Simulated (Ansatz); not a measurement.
# SnTeSe monolayer, Janus: modes against biaxial strain in the plane of the sheet, part 2 of 2

Wanted: the shifts of the zone-centre modes of SnTeSe monolayer, Janus with strain.

Ansatz 0.2.0; DFT PBE, scalar-relativistic, plane waves, PAW; PAW set soft_1.

So far. Step 4 (Tight relaxation): The largest force component left is 0.48 meV/Å, within the tolerances set.

### 5. Modes at rest

The force constants come from the linear response of the density to a displacement.

The modes at rest are the reference of the series.

The input, input.yaml:

```yaml
crystal:
  lattice:
    - [3.9926122787, 0.0, 0.0]
    - [-1.9963061393, 3.4577036608, 0.0]
    - [0.0, 0.0, 30.0]
  atoms:
    - { symbol: Sn, position: [0.0, 0.0, 0.3352935155] }
    - { symbol: Se, position: [0.3333333333, 0.6666666667, 0.3873331726] }
    - { symbol: Te, position: [0.6666666667, 0.3333333333, 0.2740399784] }
  periodic: [true, true, false]
kpoints:
  mp_grid: { grid: [12, 12, 1] }
hamiltonian:
  xc: pbe
  pseudopotentials: { kind: paw, azcp: { folder: soft_1 } }
scf:
  occupations: { method: methfessel_paxton, width: 0.2 }
output:
  eigenvalues: true
phonons:
  method: dfpt
```

On the command line:

```sh
$ ansatz run input.yaml --threads 8 --pin off --max-ram 16384MiB --backend cpu --events-out ev --progress --plain --runs-dir out
```

Numbers of over 12 decimals in the logs are rounded to 6 here.

What it wrote:

```text
[...]
Crystal: 3 atoms, lattice volume = 414.158 Å³
Basis set: ecut = 420 eV, 8177 PW (Γ), exchange–correlation on 54×54×432 points (8 copies of the dense FFT grid, shifted against one another)
Bands: 28, of which v1, the nominal top of the filled ones, is band 23 counted from 1 (22 counted from 0)
Symmetry: 6 space group operations
k-points: 43 of 144 (irreducible under 2 space group operations, time reversal used)
[...]
SCF iter  12: F=-18473.956830 eV  HF=-18473.956830 eV  |F-HF|=1.09e-11  |Δ(HF+E_count)|=  5.31e-10  S|Δr|=    0.00e0  Δρ=1.10e-8  dr2=7.59e-13  ethr=1.00e-12  ⟨swp⟩=15.2  Hψ=7899  notcnv=0
SCF 1 converged in 12 iterations: F = -18473.956830 eV  dr2 = 7.59e-13
[...]
DFPT response loops at Γ: preconditioner auto → none (partly filled bands, converged f_vac=0.758); β = 0.50; Broyden in place of MSR1
SCF converged after 12 iterations
[...]
Free energy (F): -18473.956830 eV
[...]
Internal energy: -18473.955526 eV  (E = F + TS)
E sigma→0 (E₀):  -18473.956504 eV
Entropy (-TS):   -0.001305 eV (-0.435 meV/atom)
Fermi energy:    -5.224616 eV
[...]
--- Band table (eV; the first three rows and the last of 43) ---
  k-point 0: bands = [... 19 lower, -6.4044, -6.4044, -5.1586, -5.1586, -4.5778, -2.5187, -1.6573, -1.6573, ... 1 higher]
  k-point 1: bands = [... 19 lower, -6.8320, -6.5373, -5.6974, -5.2010, -4.1836, -2.2080, -1.6779 (-1.6779°), -1.5073, ... 1 higher]
  k-point 2: bands = [... 19 lower, -6.8519, -6.8461, -6.5043, -5.3257, -3.9236, -2.2390, -1.1617 (-1.1617°), -1.0167, ... 1 higher]
  k-point 42: bands = [... 19 lower, -8.8066, -8.0078, -6.8850, -6.1697, -4.2789, -1.5584, -0.7184, -0.2318, ... 1 higher]
  ° read free of the cell's end (the report's vacuum.weakly_bound_levels)
--- Phonons (Γ-DFPT): 6 representative perturbations + reference, on 43 of 144 k-points (Σ response iterations 23) ---
  k mesh reduced under 2 symmetry operations, with k and −k counted as one. Each operation leaves every solved perturbation unchanged. A smaller set is not used because it would not reduce the number of displacements times k-points to solve
  ASR residual: 1.181e-4 → 0.000e0 eV/Å²; symmetrization residual: 2.840e-5 eV/Å²
  ASR residual per site (eV/Å²): 1.18e-4 4.63e-5 3.72e-5
  Γ frequencies (cm⁻¹): 0.00 0.00 0.00 77.27 77.27 115.26 115.26 130.45 207.46
  non-analytic LO–TO correction: not included (Born effective charges unavailable; polar crystals: no LO–TO splitting at Γ)
```

Run time: 40 s. Hardware: 8 threads of AMD EPYC 7B13 (Zen 3), shared host; peak memory 2.3 GiB; 4.8 min of CPU time.

Numbers from this step:

- sum-rule residual before enforcement: 1.18e-4 eV/Å²
- point group: 3m
- highest optical mode at the zone centre (no LO-TO term): 207.5 cm⁻¹
- lowest optical zone-centre mode: 77.27 cm⁻¹

Patterns of degenerate modes are one choice out of their space. The modes at Γ (shares of kinetic energy by element, %):

```csv
mode,frequency (cm⁻¹),symmetry,Sn %,Se %,Te %
1,0.0,acoustic,36,24,39
2,0.0,acoustic,36,24,39
3,0.0,acoustic,36,24,39
4,77.3,E,11,31,58
5,77.3,E,11,31,58
6,115.3,E,52,45,3
7,115.3,E,52,45,3
8,130.4,A1,13,28,59
9,207.5,A1,50,48,2
```

Displacements in mode 5 (77.3 cm⁻¹), the largest set to 1:
```
Sn1  0.11 -0.46  0.00
Se2  0.22 -0.93  0.00
Te3 -0.23  1.00  0.00
```

Displacements in mode 7 (115.3 cm⁻¹), the largest set to 1:
```
Sn1  0.09  0.88  0.00
Se2 -0.10 -1.00  0.00
Te3 -0.02 -0.20  0.00
```

Before it was imposed, the acoustic sum rule was missed by 1.2e-4 eV/Å². Small misses are needed for a sound result but don't prove that mesh and cutoff are converged. The lowest optical mode is real, 77.3 cm⁻¹.

### 6. A member of the series: biaxial strain of +5 % in the plane of the sheet

The cell takes a biaxial strain of +5 % in the plane of the sheet. The cell is held, and the atoms relax in it.

input.yaml, the sections that differ from step 5:

```yaml
crystal:
  lattice:
    - [4.1922428927, 0.0, 0.0]
    - [-2.0961214463, 3.6305888439, 0.0]
    - [0.0, 0.0, 30.0]
  atoms:
    - { symbol: Sn, position: [0.0, 0.0, 0.3348244535] }
    - { symbol: Se, position: [0.3333333333, 0.6666666667, 0.3855190964] }
    - { symbol: Te, position: [0.6666666667, 0.3333333333, 0.2763231166] }
  periodic: [true, true, false]
output:
  forces: true
  stress: true
  eigenvalues: true
relax:
  adjacent_minimum: "off"
  f_tol: 0.001
  max_steps: 60
# kpoints, hamiltonian, scf: as in step 5
# phonons: removed
```

What it wrote:

```text
[...]
--- Relaxed structure (5 steps of the walk, 4 accepted, 0 SCFs on fresh bases) ---
  F+E_penalty+E_count = -18473.84599678 eV   max|allowed force component| = 6.218e-5 eV/Å
  cell:  # Å, volume = 456.6093 Å³
    - [4.192243, -2.8867722120937263e-11, 0.0]
    - [-2.096121, 3.630589, 0.0]
    - [0.0, 0.0, 30.0]
  atoms:
    - { symbol: Sn, position: [0, 0, 0.334773] }
    - { symbol: Se, position: [0.333333, 0.666667, 0.385071] }
    - { symbol: Te, position: [0.666667, 0.333333, 0.276823] }
[key lines of the parts left out:]
SCF converged after 7 iterations
Free energy (F): -18473.845997 eV
Fermi energy:    -5.659485 eV
P = ½ c Tr σ = -2.3442 N/m
```

Elapsed: 14 s, on 8 threads; peak memory 1.2 GiB; 1.7 min of CPU time.

Step by step:

```csv
step,energy less that of the first step (eV),largest force component (eV/Å)
1,0.0000,0.1009
2,0.0007,0.1190
3,-0.0013,0.0075
4,-0.0013,0.0042
5,-0.0013,0.0001
```

Relaxation step 2 was tried and not accepted.

Forces are held to the 6 operations that the run works with; a distortion that breaks them can't arise in this run.

The atoms that moved most (Å):

```csv
atom,dx,dy,dz,length
Te3,0.000,0.000,0.015,0.015
Se2,0.000,0.000,-0.013,0.013
```

Final coordinates:

```cif
data_structure
_symmetry_space_group_name_H-M 'P 1'
_symmetry_Int_Tables_number 1
_cell_length_a 4.1922
_cell_length_b 4.1922
_cell_length_c 30.0000
_cell_angle_alpha 90.000
_cell_angle_beta 90.000
_cell_angle_gamma 120.000
_cell_volume 456.61
loop_
_atom_site_label
_atom_site_type_symbol
_atom_site_fract_x
_atom_site_fract_y
_atom_site_fract_z
_atom_site_occupancy
Sn1 Sn 0.00000 0.00000 0.33477 1
Se2 Se 0.33333 0.66667 0.38507 1
Te3 Te 0.66667 0.33333 0.27682 1
```

This step gave:

- gap on the k-mesh: 0.2308 eV
- area per atom: 5.073 Å²

The largest force component left is 0.063 meV/Å.

### 7. Modes of this member: biaxial strain of +5 % in the plane of the sheet

The zone-centre modes follow for biaxial strain of +5 % in the plane of the sheet.

input.yaml, the sections that differ from step 6:

```yaml
crystal:
  lattice:
    - [4.1922428927, 0.0, 0.0]
    - [-2.0961214463, 3.6305888439, 0.0]
    - [0.0, 0.0, 30.0]
  atoms:
    - { symbol: Sn, position: [0.0, 0.0, 0.334773247] }
    - { symbol: Se, position: [0.3333333333, 0.6666666667, 0.3850708312] }
    - { symbol: Te, position: [0.6666666667, 0.3333333333, 0.2768225883] }
  periodic: [true, true, false]
output:
  eigenvalues: true
phonons:
  method: dfpt
# kpoints, hamiltonian, scf: as in step 6
# relax: removed
```

What it wrote:

```text
[...]
Crystal: 3 atoms, lattice volume = 456.609 Å³
Basis set: ecut = 420 eV, 8783 PW (Γ), exchange–correlation on 60×60×432 points (8 copies of the dense FFT grid, shifted against one another)
Bands: 28, of which v1, the nominal top of the filled ones, is band 23 counted from 1 (22 counted from 0)
Symmetry: 6 space group operations
k-points: 43 of 144 (irreducible under 2 space group operations, time reversal used)
[...]
SCF iter  13: F=-18473.845997 eV  HF=-18473.845997 eV  |F-HF|=2.40e-10  |Δ(HF+E_count)|=   1.06e-9  S|Δr|=    0.00e0  Δρ=2.70e-8  dr2=2.76e-12  ethr=1.00e-12  ⟨swp⟩=17.3  Hψ=8413  notcnv=0
SCF 1 converged in 13 iterations: F = -18473.845997 eV  dr2 = 2.76e-12
[...]
SCF converged after 13 iterations
[...]
Free energy (F): -18473.845997 eV
[...]
Internal energy: -18473.852596 eV  (E = F + TS)
E sigma→0 (E₀):  -18473.847647 eV
Entropy (-TS):   0.006600 eV (2.200 meV/atom)
Fermi energy:    -5.659489 eV
[...]
--- Band table (eV; the first three rows and the last of 43) ---
  k-point 0: bands = [... 19 lower, -6.7464, -6.5224, -5.7777, -5.7777, -5.1952, -3.2987, -2.1930, -2.1930, ... 1 higher]
  k-point 1: bands = [... 19 lower, -6.8842, -6.5053, -6.1934, -5.7712, -4.8244, -2.9446, -2.2159, -2.0550, ... 1 higher]
  k-point 2: bands = [... 19 lower, -7.1922, -6.8920, -6.4342, -5.8008, -4.4931, -2.7584, -1.7092 (-1.7092°), -1.6208, ... 1 higher]
  k-point 42: bands = [... 19 lower, -8.7308, -7.9782, -6.7321, -6.1185, -4.5109, -1.6307, -0.8734, -0.5733, ... 1 higher]
  ° read free of the cell's end (the report's vacuum.weakly_bound_levels)
[...]
ASR residual: 1.757e-4 → 0.000e0 eV/Å²; symmetrization residual: 1.981e-5 eV/Å²
  ASR residual per site (eV/Å²): 1.76e-4 3.65e-5 8.17e-5
  Γ frequencies (cm⁻¹): 0.00 0.00 0.00 76.19 76.19 100.27 100.27 132.38 199.76
[...]
```

The job ended after 44 s (8 threads; peak memory 2.5 GiB; 5.3 min of CPU time).

This step gave:

| Quantity | Value |
| --- | --- |
| sum-rule residual before enforcement | 1.76e-4 eV/Å² |
| highest optical mode at the zone centre (no LO-TO term) | 199.8 cm⁻¹ |
| lowest optical zone-centre mode | 76.19 cm⁻¹ |

Patterns of degenerate modes are one choice out of their space. Modes at Γ, with each element's share of the kinetic energy:

```csv
mode,frequency (cm⁻¹),symmetry,Sn %,Se %,Te %
1,0.0,acoustic,36,24,39
2,0.0,acoustic,36,24,39
3,0.0,acoustic,36,24,39
4,76.2,E,2,50,48
5,76.2,E,2,50,48
6,100.3,E,61,26,13
7,100.3,E,61,26,13
8,132.4,A1,4,44,52
9,199.8,A1,59,32,9
```

The lowest optical mode is real, 76.2 cm⁻¹, and the highest lies at 199.8 cm⁻¹.

Between step 5 and this run (strain 5 %) the value for the highest optical mode at the zone centre (no LO-TO term) moves from 207 cm⁻¹ to 200 cm⁻¹ (-4 %).

### 8. Relaxation of a member: biaxial strain of -3 % in the plane of the sheet

The cell takes a biaxial strain of -3 % in the plane of the sheet. The cell is held, and the atoms relax in it.

input.yaml, the sections that differ from step 7:

```yaml
crystal:
  lattice:
    - [3.8728339103, 0.0, 0.0]
    - [-1.9364169551, 3.353972551, 0.0]
    - [0.0, 0.0, 30.0]
  atoms:
    - { symbol: Sn, position: [0.0, 0.0, 0.3355929058] }
    - { symbol: Se, position: [0.3333333333, 0.6666666667, 0.3882739387] }
    - { symbol: Te, position: [0.6666666667, 0.3333333333, 0.2727998221] }
  periodic: [true, true, false]
output:
  forces: true
  stress: true
  eigenvalues: true
relax:
  adjacent_minimum: "off"
  f_tol: 0.001
  max_steps: 60
# kpoints, hamiltonian, scf: as in step 7
# phonons: removed
```

What it wrote:

```text
[...]
Crystal: 3 atoms, lattice volume = 389.681 Å³
Basis set: ecut = 420 eV, 7685 PW (Γ), exchange–correlation on 54×54×432 points (8 copies of the dense FFT grid, shifted against one another)
Bands: 28, of which v1, the nominal top of the filled ones, is band 23 counted from 1 (22 counted from 0)
Symmetry: 6 space group operations
[...]
--- Relaxed structure (5 steps of the walk, 4 accepted, 0 SCFs on fresh bases) ---
  F+E_penalty+E_count = -18473.90933303 eV   max|allowed force component| = 4.503e-5 eV/Å
  cell:  # Å, volume = 389.6814 Å³
    - [3.872834, -2.8867491355311285e-11, 0.0]
    - [-1.936417, 3.353973, 0.0]
    - [0.0, 0.0, 30.0]
  atoms:
    - { symbol: Sn, position: [0, 0, 0.335738] }
    - { symbol: Se, position: [0.333333, 0.666667, 0.388760] }
    - { symbol: Te, position: [0.666667, 0.333333, 0.272169] }
[key lines of the parts left out:]
SCF converged after 4 iterations
Free energy (F): -18473.909333 eV
Fermi energy:    -4.949585 eV
P = ½ c Tr σ = 1.9711 N/m
```

Run time: 11 s. Hardware: 8 threads; peak memory 1.1 GiB.

Relaxation path:

```csv
step,energy less that of the first step (eV),largest force component (eV/Å)
1,0.0000,0.1323
2,0.0014,0.2155
3,-0.0020,0.0169
4,-0.0021,0.0041
5,-0.0021,0.0000
```

Relaxation step 2 was tried and not accepted.

Forces are held to the 6 operations that the run works with; a distortion that breaks them can't arise in this run.

The atoms that moved most (Å):

```csv
atom,dx,dy,dz,length
Te3,0.000,0.000,-0.019,0.019
Se2,0.000,0.000,0.015,0.015
```

Final coordinates:

```cif
data_structure
_symmetry_space_group_name_H-M 'P 1'
_symmetry_Int_Tables_number 1
_cell_length_a 3.8728
_cell_length_b 3.8728
_cell_length_c 30.0000
_cell_angle_alpha 90.000
_cell_angle_beta 90.000
_cell_angle_gamma 120.000
_cell_volume 389.68
loop_
_atom_site_label
_atom_site_type_symbol
_atom_site_fract_x
_atom_site_fract_y
_atom_site_fract_z
_atom_site_occupancy
Sn1 Sn 0.00000 0.00000 0.33574 1
Se2 Se 0.33333 0.66667 0.38876 1
Te3 Te 0.66667 0.33333 0.27217 1
```

Numbers from this step:

* gap on the k-mesh: 0 eV
* area per atom: 4.33 Å²

The largest force component left is 0.044 meV/Å.

### 9. Zone-centre modes of the member: biaxial strain of -3 % in the plane of the sheet

The zone-centre modes follow for biaxial strain of -3 % in the plane of the sheet.

input.yaml, the sections that differ from step 8:

```yaml
crystal:
  lattice:
    - [3.8728339103, 0.0, 0.0]
    - [-1.9364169551, 3.353972551, 0.0]
    - [0.0, 0.0, 30.0]
  atoms:
    - { symbol: Sn, position: [0.0, 0.0, 0.3357380607] }
    - { symbol: Se, position: [0.3333333333, 0.6666666667, 0.3887598137] }
    - { symbol: Te, position: [0.6666666667, 0.3333333333, 0.2721687922] }
  periodic: [true, true, false]
output:
  eigenvalues: true
phonons:
  method: dfpt
# kpoints, hamiltonian, scf: as in step 8
# relax: removed
```

What it wrote:

```text
[...]
Crystal: 3 atoms, lattice volume = 389.681 Å³
Basis set: ecut = 420 eV, 7685 PW (Γ), exchange–correlation on 54×54×432 points (8 copies of the dense FFT grid, shifted against one another)
Bands: 28, of which v1, the nominal top of the filled ones, is band 23 counted from 1 (22 counted from 0)
Symmetry: 6 space group operations
k-points: 43 of 144 (irreducible under 2 space group operations, time reversal used)
[...]
k-point 42: bands = [... 19 lower, -8.8385, -8.0020, -6.9839, -6.1958, -4.1831, -1.6049, -0.7692, 0.0289, ... 1 higher]
  ° read free of the cell's end (the report's vacuum.weakly_bound_levels)
[...]
ASR residual: 2.313e-4 → 0.000e0 eV/Å²; symmetrization residual: 4.292e-5 eV/Å²
  ASR residual per site (eV/Å²): 2.31e-4 1.68e-4 8.04e-6
  Γ frequencies (cm⁻¹): 0.00 0.00 0.00 77.20 77.20 127.75 127.75 130.25 218.25
[...]
[key lines of the parts left out:]
SCF converged after 11 iterations
Free energy (F): -18473.909333 eV
Fermi energy:    -4.949594 eV
```

Run time: 38 s. Hardware: 8 threads; peak memory 2.2 GiB.

This step gave:

```
sum-rule residual before enforcement                    : 2.31e-4 eV/Å²
highest optical mode at the zone centre (no LO-TO term) : 218.2 cm⁻¹
lowest optical zone-centre mode                         : 77.2 cm⁻¹
```

Patterns of degenerate modes are one choice out of their space. The modes at Γ (shares of kinetic energy by element, %):

```csv
mode,frequency (cm⁻¹),symmetry,Sn %,Se %,Te %
1,0.0,acoustic,36,24,39
2,0.0,acoustic,36,24,39
3,0.0,acoustic,36,24,39
4,77.2,E,14,26,59
5,77.2,E,14,26,59
6,127.8,E,49,49,2
7,127.8,E,49,49,2
8,130.2,A1,14,26,59
9,218.2,A1,49,49,2
```

The lowest optical mode is real, 77.2 cm⁻¹, and the highest lies at 218.2 cm⁻¹.

For the highest optical mode at the zone centre (no LO-TO term), step 5 gave 207 cm⁻¹; this run, with strain -3 %, gives 218 cm⁻¹ (+5 %).

### 10. The series together

The members are set side by side, also those not shown above.

Energies are extrapolated to zero smearing, and E0 is that at rest; the cell is clamped and the atoms are relaxed; all runs use 12×12×1 k points and Methfessel-Paxton smearing of 0.2 eV. State of the crystal along the series:

```csv
strain (%),E - E0 (meV/atom),gap on mesh (eV)
-3,15.72,0
-2,6.749,0
-1,1.617,0
0,0,0
1,1.597,0
2,6.171,0
3,13.57,0.08106
4,23.66,0.1619
5,36.29,0.2308
```

Optical modes are counted from below at rest and tracked from member to member by their patterns, and modes that stay within 0.3 cm⁻¹ of each other stand once; labels, where given, are those at rest; the cell is clamped and the atoms are relaxed; all runs use 12×12×1 k points and Methfessel-Paxton smearing of 0.2 eV. Optical modes along the series:

```csv
strain (%),optical mode 1 E (cm⁻¹),optical mode 2 E (cm⁻¹),optical mode 3 A1 (cm⁻¹),optical mode 4 A1 (cm⁻¹)
-3,77.2,127.8,130.2,218.2
-2,77.85,123.8,130.6,214.6
-1,77.74,119.5,130.6,210.9
0,77.27,115.3,130.4,207.5
1,76.8,111.3,130.5,204.7
2,76.51,108.1,130.9,202.7
3,76.36,105.6,131.2,201.2
4,76.28,103.3,131.3,200.1
5,76.19,100.3,132.4,199.8
```

Value and slope at zero strain of a cubic (a lower polynomial where under five rows exist) through the rows within 2 % of rest. Slopes at rest:

```csv
mode,frequency (cm⁻¹),shift per percent of strain (cm⁻¹)
optical mode 1 E,77.3,-0.51
optical mode 2 E,115.3,-4.16
optical mode 3 A1,130.5,-0.08
optical mode 4 A1,207.5,-3.14
```

### 11. Results

```
members                                                          : 9
highest optical mode at the zone centre (no LO-TO term), at rest : 207.5 cm⁻¹
optical mode 1 E, shift per percent                              : -0.51 cm⁻¹
optical mode 2 E, shift per percent                              : -4.16 cm⁻¹
optical mode 3 A1, shift per percent                             : -0.08 cm⁻¹
optical mode 4 A1, shift per percent                             : -3.14 cm⁻¹
```

Within 2 % of rest optical mode 1 E, optical mode 3 A1 and optical mode 4 A1 bend away from a straight line, so a single slope holds only near rest. The fastest shift in the table of slopes is -4.2 cm⁻¹ for each percent (optical mode 2 E). These are harmonic frequencies at zero temperature: anharmonic shifts, linewidths and thermal expansion are left out. Spin-orbit coupling is left out, which can matter for the heavy elements here. With no gap, or one that is small against the smearing, the frequencies hang on the k mesh and the smearing, most of all near Kohn anomalies. A semilocal functional can close a gap that the real compound would have, so the metallic treatment may be an artefact of the level. The starting cell was built on a prototype and not taken from a measurement. Only the zone centre was solved, so an instability at another wavevector cannot show here.

[Logs are printed without paths, hosts, clocks, repeated set-up lines and the standing remarks that a program may print on its own settings, such as how far it seeks lower states.]

[Hosts, paths, dates, database ids (printed as entryN), source tags and the programs' standing remarks are cut or masked in the printed files.]
